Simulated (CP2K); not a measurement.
Two runs for the S L₂,₃ edge of thiophene dioxide. Run A: CP2K XAS_TDP, all-electron GAPW, PBEh(45%), aug-cc-pVDZ, TDA, ZORA, spin–orbit coupling. Run B differs in one setting.

First lines with a strength over 0.0003. A:

```
                      atom  energy (eV)  states  strength, one atom
S2 (bonded to 2 C and 2 O)       167.63       2              0.0010
                                 167.67       1              0.0009
                                 168.78       1              0.0005
                                 168.80       1              0.0006
                                 169.58       1              0.0006
```

B:

```
                      atom  energy (eV)  states  strength, one atom
S2 (bonded to 2 C and 2 O)       170.45       1              0.0009
                                 170.53       1              0.0009
                                 171.61       3              0.0005
                                 171.64       1              0.0006
                                 172.41       1              0.0010
```

Question: Which was it: the functional, GW2X switched on, the basis?

GW2X switched on. GW2X shifts the lines nearly together; each 2p level gets its own shift. The lowest line over the strength cut lies at 170.45 eV, against 167.63 eV (PBEh(45%), aug-cc-pVDZ).

[Banner, clock and machine lines of the logs are left out without a mark of their own.]

[Logs are printed without paths, hosts, clocks, repeated set-up lines and the standing remarks that a program may print on its own settings, such as how far it seeks lower states.]

[Hosts, paths, dates, database ids (printed as entryN), source tags and the programs' standing remarks are cut or masked in the printed files.]
